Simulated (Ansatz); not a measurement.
The crystal is MoS2 (layered bulk) (P6_3/mmc).

It takes space group P6_3/mmc (No. 194, hexagonal). Conventional cell: a = 3.109 Å, b = 3.109 Å, c = 11.711 Å, α = 90.00°, β = 90.00°, γ = 120.00°. Nearest to Mo lie 6 S at 2.38 Å. Nearest to S lie 3 Mo at 2.38 Å. Farther neighbours and most contacts between anions are not listed.

```xyz
6
Lattice="3.1091 0.0000 0.0000 -1.5545 2.6925 0.0000 0.0000 0.0000 11.7112" Properties=species:S:1:pos:R:3 pbc="T T T"
Mo    0.0000    1.7950    2.9278
S     1.5545    0.8975    4.4911
S     1.5545    0.8975    1.3645
Mo    1.5545    0.8975    8.7834
S     0.0000    1.7950   10.3466
S     0.0000    1.7950    7.2201
```

The structure was relaxed with PBEsol-D3(BJ). The runs that relaxed it are not among those shown.

Gaps computed with Ansatz 0.2.0 without a self-energy: PBEsol 0.55 eV and PBEsol+SOC 0.54 eV.

Estimate the G0W0@PBEsol gap with 9×9×2 mesh, 408 empty bands, screening to 150 eV, PAW set soft_1 files.

About 0.94 eV: on its mesh the run moves the gap from 0.64 eV by +0.39 eV, and the mesh misses the edges by 0.10 eV. Bands and cutoff are finite, so the gap is not at the basis limit. The miss can reach some tenths of an eV and take either sign; the mesh is an error of its own. The 9×9×2 mesh is coarse for this cell (its supercell is 23 Å along the shortest edge). The RPA ε∞ on it, from the PBEsol start, is 8.60 and 15.49; such meshes misread the long-range screening, most where the gap is narrow. The many-body steps are scalar-relativistic: spin-orbit coupling is not in them.

[Paths, hosts, dates, memory and timing lines, banners, echoed tables and standing remarks are left out of the program output.]

[Logs are printed without paths, hosts, clocks, repeated set-up lines and the standing remarks that a program may print on its own settings, such as how far it seeks lower states.]

[Runs of the session that timed out or met a known fault of the program may be left out.]

[Cells called generated may have been cut or substituted from an entry of the Crystallography Open Database or the Materials Project.]

[Hosts, paths, dates, database ids (printed as entryN), source tags and the programs' standing remarks are cut or masked in the printed files.]
